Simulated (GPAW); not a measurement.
**The basis that the transmission of a Si chain with a Sn atom on top of one atom needs**

How well does a Si chain with a Sn atom on top of one atom conduct at low bias, and how far do basis and functional move the answer?

Method: GPAW LCAO, PAW setups; Landauer transmission from Green's functions with principal layers (ASE), zero bias, in GPAW 26.7.0.

## 1. The structure

The cell holds 12 atoms: 11 Si and 1 Sn. Cell: a = 9.000 Å, b = 9.000 Å, c = 24.200 Å, α = 90.0°, β = 90.0°, γ = 90.0°. Regions: left lead, 5 atoms (5 Si); channel, 2 atoms (1 Si and 1 Sn); right lead, 5 atoms (5 Si). Vacuum lies along a and b. The structure is stacked along c, and the current runs across the ab planes.

## 2. Double-zeta polarised basis

The script solves lead and junction separately, takes H and S in the orbital basis, and joins semi-infinite leads through their self-energies; the dzp basis is the working standard.

The input, run.py:

```python
import json
import numpy as np
from ase import Atoms
from ase.transport.calculators import TransportCalculator
from gpaw import GPAW, FermiDirac
from gpaw.lcao.tools import get_lcao_hamiltonian
from scipy.linalg import eigh

# The junction with lead layers at both ends, along the third cell vector
device = Atoms(
    ['Si', 'Si', 'Si', 'Si', 'Si', 'Si', 'Sn', 'Si', 'Si', 'Si', 'Si', 'Si'],
    positions=[
        [4.50000, 4.50000, 1.10000],
        [4.50000, 4.50000, 3.30000],
        [4.50000, 4.50000, 5.50000],
        [4.50000, 4.50000, 7.70000],
        [4.50000, 4.50000, 9.90000],
        [4.50000, 4.50000, 12.10000],
        [6.86960, 4.50000, 12.10000],
        [4.50000, 4.50000, 14.30000],
        [4.50000, 4.50000, 16.50000],
        [4.50000, 4.50000, 18.70000],
        [4.50000, 4.50000, 20.90000],
        [4.50000, 4.50000, 23.10000]],
    cell=[[9.0, 0.0, 0.0], [0.0, 9.0, 0.0], [0.0, 0.0, 24.2]],
    pbc=True)

# One principal layer of the lead: the first 3 atoms of the device
lead = Atoms(
    ['Si', 'Si', 'Si'],
    positions=[
        [4.50000, 4.50000, 1.10000],
        [4.50000, 4.50000, 3.30000],
        [4.50000, 4.50000, 5.50000]],
    cell=[[9.0, 0.0, 0.0], [0.0, 9.0, 0.0], [0.0, 0.0, 6.6]],
    pbc=True)

settings = dict(mode='lcao', basis='dzp', xc='PBE', h=0.2,
                occupations=FermiDirac(0.1), maxiter=250,
                mixer=dict(beta=0.1, nmaxold=8, weight=100.0),
                convergence=dict(density=0.0001))
energies = np.arange(-2, 2 + 1e-9, 0.05)
eta = 0.0001
n1, n2 = 1, 1
# k and -k transmit alike, so half of the mesh across the current serves
mesh = [(i, j) for i in range(n1) for j in range(n2) if (i, j) <= (-i % n1, -j % n2)]
weights = np.array([1 if (i, j) == (-i % n1, -j % n2) else 2 for i, j in mesh]) / (n1 * n2)

# [... helper functions left out ...]
fermi_lead = ground_state(lead, (1, 1, 17), 'lead.txt')
fermi_device = ground_state(device, (1, 1, 3), 'device.txt')
# [... loop over the mesh left out, but for ...]
        # Shift the lead onto the potential of the device's first layer
        shift = ((H[:, 0, 0] - H0[:, 0, 0]) / S0[0, 0]).real.mean()
# [...]
kT = 8.617333e-5 * 300
bias = [0.1, 0.2, 0.5, 1.0, 1.5, 2.0]
# [... integrals and printing left out ...]
```

Command:

```
$ OMP_NUM_THREADS=1 OPENBLAS_NUM_THREADS=1 python run.py
```

Output:

```text
basis functions: device 166, principal layer 39
Fermi level: lead -3.9218 eV, device -3.5752 eV; lead shifted by -0.0180 eV
largest coupling past the next layer 5.06e-05 eV, largest misfit of the first layer 0.021 eV
  E-E_F (eV)   T (one spin)  channels
    -2.000    2.1517e-11    0.0000
    -1.950    2.4001e-11    0.0000
    -1.900    2.7474e-11    0.0000
    -1.850    3.2495e-11    0.0000
    -1.800    2.5338e-09    0.0000
    -1.750    5.1740e-11    0.0000
    -1.700    7.0560e-11    0.0000
    -1.650    1.0840e-10    0.0000
    -1.600    2.1848e-10    0.0000
    -1.550    1.7741e-09    0.0000
    -1.500    1.8634e-09    0.0000
    -1.450    3.6362e-09    0.0000
    -1.400    1.3987e-07    0.0000
    -1.350    6.3807e-01    2.0000
    -1.300    1.0854e+00    2.0000
    -1.250    1.2755e+00    2.0000
[...]
1.650    2.0281e+00    3.0000
     1.700    2.1016e+00    3.0000
     1.750    2.1545e+00    3.0000
     1.800    2.1895e+00    3.0000
     1.850    2.2103e+00    3.0000
     1.900    2.2196e+00    3.0000
     1.950    2.2199e+00    3.0000
     2.000    2.2133e+00    3.0000
conductance at 300 K: 2.6233 G0 a cell; thermopower 0.0114 uV/K
current from the zero-bias T(E) at 0.1 V: 20.322 uA
current from the zero-bias T(E) at 0.2 V: 40.629 uA
current from the zero-bias T(E) at 0.5 V: 101.29 uA
current from the zero-bias T(E) at 1.0 V: 200.56 uA
current from the zero-bias T(E) at 1.5 V: 295.35 uA
current from the zero-bias T(E) at 2.0 V: 377.3 uA
```

Elapsed: 56 s, on 1 thread of Arm Neoverse N1, shared host; peak memory 0.82 GiB.

Numbers from this step:

* conductance: 2.623 G₀
* largest coupling past the next principal layer: 5.06e-5 eV
* largest misfit of the first principal layer: 0.02129 eV
* shift that aligns the lead: -0.01798 eV
* basis functions of the junction: 166
* basis functions of a principal layer: 39
* transmission at the Fermi level (one spin): 2.624
* open channels of the lead at the Fermi level (one spin): 3

One spin. Table of transmission, zone mean by energy, zero at the Fermi level:

| energy (eV) | transmission, zone mean |
| --- | --- |
| -2.00 | 2.2e-11 |
| -1.85 | 3.2e-11 |
| -1.70 | 7.1e-11 |
| -1.60 | 2.2e-10 |
| -1.45 | 3.6e-9 |
| -1.30 | 1.09 |
| -1.15 | 1.53 |
| -1.10 | 1.62 |
| -1.05 | 1.35 |
| -0.90 | 2.01 |
| -0.75 | 2.31 |
| -0.60 | 2.45 |
| -0.50 | 2.51 |
| -0.35 | 2.57 |
| -0.20 | 2.61 |
| -0.05 | 2.62 |
| 0.00 | 2.62 |
| 0.05 | 2.62 |
| 0.20 | 2.61 |
| 0.35 | 2.58 |
| 0.50 | 2.53 |
| 0.60 | 2.49 |
| 0.75 | 2.41 |
| 0.90 | 2.30 |
| 1.05 | 2.13 |
| 1.15 | 1.96 |
| 1.30 | 1.66 |
| 1.45 | 1.62 |
| 1.60 | 1.93 |
| 1.70 | 2.10 |
| 1.85 | 2.21 |
| 2.00 | 2.21 |

Crossings of the lead's bands, unfolded to its shortest repeat. Open channels, zone mean against energy, zero at the Fermi level:

energy (eV), open channels, zone mean and a bar:
```
    -2.00       0.00 
    -1.90       0.00 
    -1.80       0.00 
    -1.70       0.00 
    -1.55       0.00 
    -1.45       0.00 
    -1.35       2.00 ####################
    -1.25       2.00 ####################
    -1.15       2.00 ####################
    -1.05       2.00 ####################
    -0.90       3.00 ##############################
    -0.80       3.00 ##############################
    -0.70       3.00 ##############################
    -0.60       3.00 ##############################
    -0.50       3.00 ##############################
    -0.40       3.00 ##############################
    -0.25       3.00 ##############################
    -0.15       3.00 ##############################
    -0.05       3.00 ##############################
     0.00       3.00 ##############################
     0.05       3.00 ##############################
     0.15       3.00 ##############################
     0.25       3.00 ##############################
     0.40       3.00 ##############################
     0.50       3.00 ##############################
     0.60       3.00 ##############################
     0.70       3.00 ##############################
     0.80       3.00 ##############################
     0.90       3.00 ##############################
     1.05       3.00 ##############################
     1.15       3.00 ##############################
     1.25       3.00 ##############################
     1.35       3.00 ##############################
     1.45       3.00 ##############################
     1.55       3.00 ##############################
     1.70       3.00 ##############################
     1.80       3.00 ##############################
     1.90       3.00 ##############################
     2.00       3.00 ##############################
```

Not self-consistent under bias; the bias window is split evenly. The current through one cell, from the zero-bias transmission by bias:

| bias (V) | current through one cell, from the zero-bias transmission (μA) |
| --- | --- |
| 0.100 | 20.3 |
| 0.200 | 40.6 |
| 0.500 | 101 |
| 1.000 | 201 |
| 1.500 | 295 |
| 2.000 | 377 |

Transmission of the three most open eigenchannels against energy, zero at the Fermi level:

| energy (eV) | channel 1 | channel 2 | channel 3 |
| --- | --- | --- | --- |
| -2.00 | 1.1e-11 | 1.1e-11 | 0 |
| -1.90 | 1.9e-11 | 8.6e-12 | 0 |
| -1.80 | 2.5e-9 | 3.2e-11 | 7.5e-12 |
| -1.70 | 6.3e-11 | 6.7e-12 | 0 |
| -1.55 | 1.8e-9 | 7.5e-12 | 3.9e-12 |
| -1.45 | 3.2e-9 | 2.5e-10 | 1.5e-10 |
| -1.35 | 0.540 | 0.0981 | 5.3e-10 |
| -1.25 | 0.839 | 0.437 | 2.0e-9 |
| -1.15 | 0.950 | 0.577 | 1.4e-8 |
| -1.05 | 0.689 | 0.661 | 8.7e-7 |
| -0.90 | 0.745 | 0.642 | 0.619 |
| -0.80 | 0.794 | 0.785 | 0.660 |
| -0.70 | 0.859 | 0.817 | 0.688 |
| -0.60 | 0.895 | 0.841 | 0.711 |
| -0.50 | 0.916 | 0.859 | 0.732 |
| -0.40 | 0.931 | 0.871 | 0.751 |
| -0.25 | 0.944 | 0.880 | 0.774 |
| -0.15 | 0.950 | 0.881 | 0.785 |
| -0.05 | 0.954 | 0.878 | 0.792 |
| 0.00 | 0.955 | 0.874 | 0.794 |
| 0.05 | 0.957 | 0.870 | 0.796 |
| 0.15 | 0.959 | 0.860 | 0.795 |
| 0.25 | 0.962 | 0.846 | 0.792 |
| 0.40 | 0.964 | 0.818 | 0.781 |
| 0.50 | 0.966 | 0.794 | 0.770 |
| 0.60 | 0.968 | 0.765 | 0.758 |
| 0.70 | 0.970 | 0.744 | 0.729 |
| 0.80 | 0.971 | 0.728 | 0.682 |
| 0.90 | 0.973 | 0.711 | 0.618 |
| 1.05 | 0.975 | 0.682 | 0.472 |
| 1.15 | 0.976 | 0.660 | 0.325 |
| 1.25 | 0.977 | 0.636 | 0.145 |
| 1.35 | 0.978 | 0.610 | 0.00919 |
| 1.45 | 0.979 | 0.580 | 0.0619 |
| 1.55 | 0.980 | 0.546 | 0.297 |
| 1.70 | 0.981 | 0.635 | 0.486 |
| 1.80 | 0.982 | 0.769 | 0.439 |
| 1.90 | 0.982 | 0.850 | 0.387 |
| 2.00 | 0.982 | 0.901 | 0.330 |

Couplings past the next layer reach 5.1e-5 eV, small enough to drop; the matrix elements of the cell's first layer differ from the bulk lead's by up to 0.021 eV. That layer keeps its own values in the calculation, and only beyond it is the lead taken as perfect. The Fermi levels of lead and junction count from different zeros of potential, one for each periodic cell; with both set to zero, the small remaining shift is what aligns them. By hand: G = 2.623 × 77.48 μS = 203 μS, a resistance of 4.92 kΩ; at 0.1 V a linear junction would pass 20.3 μA, and the integral over the bias window gives 20.3 μA.

## 3. Single-zeta polarised basis

One radial function a shell plus polarisation makes the matrices smaller; the question is what that costs.

run.py: that of step 2 with these lines changed.

```diff
@@ -37,3 +37,3 @@
 
-settings = dict(mode='lcao', basis='dzp', xc='PBE', h=0.2,
+settings = dict(mode='lcao', basis='szp(dzp)', xc='PBE', h=0.2,
                 occupations=FermiDirac(0.1), maxiter=250,
```

Output:

```text
basis functions: device 113, principal layer 27
Fermi level: lead -4.6866 eV, device -4.2586 eV; lead shifted by -0.0125 eV
largest coupling past the next layer 5.09e-05 eV, largest misfit of the first layer 0.030 eV
  E-E_F (eV)   T (one spin)  channels
    -2.000    3.4156e-11    0.0000
    -1.950    4.0922e-11    0.0000
    -1.900    5.0456e-11    0.0000
    -1.850    6.4250e-11    0.0000
    -1.800    8.4915e-11    0.0000
    -1.750    1.1730e-10    0.0000
    -1.700    1.7159e-10    0.0000
    -1.650    2.6924e-10    0.0000
    -1.600    4.6990e-10    0.0000
    -1.550    9.9578e-10    0.0000
    -1.500    3.5312e-09    0.0000
    -1.450    1.9936e-07    0.0000
    -1.400    1.0974e-09    0.0000
    -1.350    3.4032e-09    0.0000
    -1.300    4.1287e-08    0.0000
    -1.250    2.5492e-06    0.0000
[...]
1.650    1.7006e+00    3.0000
     1.700    1.8107e+00    3.0000
     1.750    1.9190e+00    3.0000
     1.800    2.0116e+00    3.0000
     1.850    2.0837e+00    3.0000
     1.900    2.1359e+00    3.0000
     1.950    2.1711e+00    3.0000
     2.000    2.1925e+00    3.0000
conductance at 300 K: 2.6614 G0 a cell; thermopower -0.005881 uV/K
current from the zero-bias T(E) at 0.1 V: 20.618 uA
current from the zero-bias T(E) at 0.2 V: 41.222 uA
current from the zero-bias T(E) at 0.5 V: 102.81 uA
current from the zero-bias T(E) at 1.0 V: 203.82 uA
current from the zero-bias T(E) at 1.5 V: 301.06 uA
current from the zero-bias T(E) at 2.0 V: 391.45 uA
```

Wall time 47 s (1 thread); peak memory 0.81 GiB.

This step gave:

```
conductance                                    : 2.661 G₀
largest coupling past the next principal layer : 5.09e-5 eV
largest misfit of the first principal layer    : 0.02984 eV
shift that aligns the lead                     : -0.01250 eV
basis functions of the junction                : 113
basis functions of a principal layer           : 27
transmission at the Fermi level (one spin)     : 2.662
```

One spin. Transmission, zone mean against energy, zero at the Fermi level:

energy (eV), transmission, zone mean and a bar:
```
    -2.00       0.00 
    -1.85       0.00 
    -1.70       0.00 
    -1.60       0.00 
    -1.45       0.00 
    -1.30       0.00 
    -1.20       1.31 ###############
    -1.15       0.88 ##########
    -1.05       1.92 ######################
    -0.90       2.23 #########################
    -0.75       2.39 ###########################
    -0.60       2.50 ############################
    -0.50       2.55 #############################
    -0.35       2.61 #############################
    -0.20       2.65 ##############################
    -0.05       2.66 ##############################
     0.00       2.66 ##############################
     0.05       2.66 ##############################
     0.20       2.65 ##############################
     0.35       2.62 ##############################
     0.50       2.59 #############################
     0.60       2.56 #############################
     0.75       2.50 ############################
     0.90       2.42 ###########################
     1.05       2.31 ##########################
     1.15       2.20 #########################
     1.30       1.96 ######################
     1.45       1.66 ###################
     1.60       1.61 ##################
     1.70       1.81 ####################
     1.85       2.08 #######################
     2.00       2.19 #########################
```

Crossings of the lead's bands, unfolded to its shortest repeat. Open channels, zone mean against energy, zero at the Fermi level:

| energy (eV) | open channels, zone mean |
| --- | --- |
| -2.00 | 0 |
| -1.85 | 0 |
| -1.70 | 0 |
| -1.60 | 0 |
| -1.45 | 0 |
| -1.30 | 0 |
| -1.15 | 2 |
| -1.05 | 3 |
| -0.90 | 3 |
| -0.75 | 3 |
| -0.60 | 3 |
| -0.50 | 3 |
| -0.35 | 3 |
| -0.20 | 3 |
| -0.05 | 3 |
| 0.00 | 3 |
| 0.05 | 3 |
| 0.20 | 3 |
| 0.35 | 3 |
| 0.50 | 3 |
| 0.60 | 3 |
| 0.75 | 3 |
| 0.90 | 3 |
| 1.05 | 3 |
| 1.15 | 3 |
| 1.30 | 3 |
| 1.45 | 3 |
| 1.60 | 3 |
| 1.70 | 3 |
| 1.85 | 3 |
| 2.00 | 3 |

Not self-consistent under bias; the bias window is split evenly. Table of current through one cell, from the zero-bias transmission by bias:

| bias (V) | current through one cell, from the zero-bias transmission (μA) |
| --- | --- |
| 0.100 | 20.6 |
| 0.200 | 41.2 |
| 0.500 | 103 |
| 1.000 | 204 |
| 1.500 | 301 |
| 2.000 | 391 |

Transmission of the three most open eigenchannels against energy, zero at the Fermi level:

| energy (eV) | channel 1 | channel 2 | channel 3 |
| --- | --- | --- | --- |
| -2.00 | 3.4e-11 | 0 | 0 |
| -1.85 | 6.4e-11 | 0 | 0 |
| -1.70 | 1.7e-10 | 0 | 0 |
| -1.60 | 4.7e-10 | 0 | 0 |
| -1.45 | 2.0e-7 | 3.9e-12 | 2.4e-12 |
| -1.30 | 2.8e-8 | 1.2e-8 | 7.0e-10 |
| -1.15 | 0.501 | 0.324 | 0.0545 |
| -1.05 | 0.725 | 0.608 | 0.586 |
| -0.90 | 0.860 | 0.713 | 0.653 |
| -0.75 | 0.909 | 0.787 | 0.691 |
| -0.60 | 0.934 | 0.835 | 0.729 |
| -0.50 | 0.944 | 0.856 | 0.751 |
| -0.35 | 0.954 | 0.875 | 0.782 |
| -0.20 | 0.960 | 0.884 | 0.803 |
| -0.05 | 0.963 | 0.884 | 0.814 |
| 0.00 | 0.964 | 0.882 | 0.816 |
| 0.05 | 0.965 | 0.880 | 0.817 |
| 0.20 | 0.966 | 0.868 | 0.815 |
| 0.35 | 0.968 | 0.850 | 0.806 |
| 0.50 | 0.969 | 0.826 | 0.792 |
| 0.60 | 0.970 | 0.806 | 0.780 |
| 0.75 | 0.972 | 0.767 | 0.759 |
| 0.90 | 0.973 | 0.735 | 0.711 |
| 1.05 | 0.975 | 0.708 | 0.624 |
| 1.15 | 0.976 | 0.688 | 0.535 |
| 1.30 | 0.977 | 0.655 | 0.329 |
| 1.45 | 0.979 | 0.616 | 0.0625 |
| 1.60 | 0.980 | 0.569 | 0.0632 |
| 1.70 | 0.980 | 0.534 | 0.296 |
| 1.85 | 0.981 | 0.629 | 0.473 |
| 2.00 | 0.982 | 0.808 | 0.402 |

The conductance, 2.66 G₀, lies 1.5 % above that of the dzp run.

## 4. Minimal basis

One function for each valence shell of the setup, as for a first survey of a large system.

run.py: that of step 3 with these lines changed.

```diff
@@ -37,3 +37,3 @@
 
-settings = dict(mode='lcao', basis='szp(dzp)', xc='PBE', h=0.2,
+settings = dict(mode='lcao', basis='sz(dzp)', xc='PBE', h=0.2,
                 occupations=FermiDirac(0.1), maxiter=250,
```

Output:

```text
basis functions: device 53, principal layer 12
Fermi level: lead -4.7919 eV, device -4.3416 eV; lead shifted by 0.0049 eV
largest coupling past the next layer 5.12e-05 eV, largest misfit of the first layer 0.047 eV
  E-E_F (eV)   T (one spin)  channels
    -2.000    5.7232e-11    0.0000
    -1.950    7.9359e-11    0.0000
    -1.900    1.1697e-10    0.0000
[...]
1.950    2.2108e+00    3.0000
     2.000    2.2298e+00    3.0000
conductance at 300 K: 2.6492 G0 a cell; thermopower 0.03545 uV/K
current from the zero-bias T(E) at 0.1 V: 20.524 uA
current from the zero-bias T(E) at 0.2 V: 41.035 uA
current from the zero-bias T(E) at 0.5 V: 102.37 uA
current from the zero-bias T(E) at 1.0 V: 203.1 uA
current from the zero-bias T(E) at 1.5 V: 300.28 uA
current from the zero-bias T(E) at 2.0 V: 391.31 uA
```

Wall time 30 s (1 thread); peak memory 0.76 GiB.

Numbers from this step:

```yaml
conductance: 2.649 G₀
largest_coupling_past_the_next_principal_layer: 5.12e-5 eV
largest_misfit_of_the_first_principal_layer: 0.04742 eV
shift_that_aligns_the_lead: 0.004922 eV
basis_functions_of_the_junction: 53
basis_functions_of_a_principal_layer: 12
transmission_at_the_fermi_level_one_spin: 2.650
```

One spin. Transmission, zone mean against energy, zero at the Fermi level:

| energy (eV) | transmission, zone mean |
| --- | --- |
| -2.00 | 5.7e-11 |
| -1.90 | 1.2e-10 |
| -1.80 | 2.9e-10 |
| -1.70 | 1.2e-9 |
| -1.55 | 1.0e-8 |
| -1.45 | 5.1e-8 |
| -1.35 | 0.450 |
| -1.25 | 1.66 |
| -1.15 | 1.98 |
| -1.05 | 2.15 |
| -0.90 | 2.31 |
| -0.80 | 2.39 |
| -0.70 | 2.46 |
| -0.60 | 2.52 |
| -0.50 | 2.56 |
| -0.40 | 2.60 |
| -0.25 | 2.63 |
| -0.15 | 2.64 |
| -0.05 | 2.65 |
| 0.00 | 2.65 |
| 0.05 | 2.65 |
| 0.15 | 2.64 |
| 0.25 | 2.63 |
| 0.40 | 2.60 |
| 0.50 | 2.57 |
| 0.60 | 2.53 |
| 0.70 | 2.49 |
| 0.80 | 2.43 |
| 0.90 | 2.36 |
| 1.05 | 2.22 |
| 1.15 | 2.09 |
| 1.25 | 1.93 |
| 1.35 | 1.75 |
| 1.45 | 1.61 |
| 1.55 | 1.63 |
| 1.70 | 1.90 |
| 1.80 | 2.07 |
| 1.90 | 2.18 |
| 2.00 | 2.23 |

The conductance, 2.65 G₀, lies 1.0 % above that of the dzp run.

## 5. LDA in the dzp basis: xc = "LDA"

Back in the dzp basis, the functional changes from PBE to LDA, to set the spread between functionals beside that between bases.

run.py: that of step 4 with these lines changed.

```diff
@@ -37,3 +37,3 @@
 
-settings = dict(mode='lcao', basis='sz(dzp)', xc='PBE', h=0.2,
+settings = dict(mode='lcao', basis='dzp', xc='LDA', h=0.2,
                 occupations=FermiDirac(0.1), maxiter=250,
```

Output:

```text
basis functions: device 166, principal layer 39
Fermi level: lead -4.0571 eV, device -3.7273 eV; lead shifted by -0.0177 eV
largest coupling past the next layer 5.19e-05 eV, largest misfit of the first layer 0.022 eV
  E-E_F (eV)   T (one spin)  channels
    -2.000    2.4519e-11    0.0000
    -1.950    2.7681e-11    0.0000
    -1.900    3.2117e-11    0.0000
[...]
1.950    2.2021e+00    3.0000
     2.000    2.1925e+00    3.0000
conductance at 300 K: 2.6249 G0 a cell; thermopower 0.05603 uV/K
current from the zero-bias T(E) at 0.1 V: 20.335 uA
current from the zero-bias T(E) at 0.2 V: 40.653 uA
current from the zero-bias T(E) at 0.5 V: 101.33 uA
current from the zero-bias T(E) at 1.0 V: 200.45 uA
current from the zero-bias T(E) at 1.5 V: 294.89 uA
current from the zero-bias T(E) at 2.0 V: 378.36 uA
```

Elapsed: 46 s, on 1 thread; peak memory 0.82 GiB.

This step gave:

```
conductance                                    : 2.625 G₀
largest coupling past the next principal layer : 5.19e-5 eV
largest misfit of the first principal layer    : 0.02181 eV
shift that aligns the lead                     : -0.01770 eV
basis functions of the junction                : 166
basis functions of a principal layer           : 39
transmission at the Fermi level (one spin)     : 2.626
```

The conductance equals that of the dzp run to 0.2 %.

## 6. All levels side by side

Times are for 1 thread of Arm Neoverse N1, shared host. Results by setting:

| no. | run | conductance (G₀) | time | memory (GiB) |
| --- | --- | --- | --- | --- |
| 1 | dzp | 2.623 | 56 s | 0.82 |
| 2 | szp | 2.661 | 47 s | 0.81 |
| 3 | sz | 2.649 | 30 s | 0.76 |
| 4 | dzp LDA | 2.625 | 46 s | 0.82 |

(Continued in part 2 of 2.)

[Logs are printed without paths, hosts, clocks, repeated set-up lines and the standing remarks that a program may print on its own settings, such as how far it seeks lower states.]

[Hosts, paths, dates, database ids (printed as entryN), source tags and the programs' standing remarks are cut or masked in the printed files.]
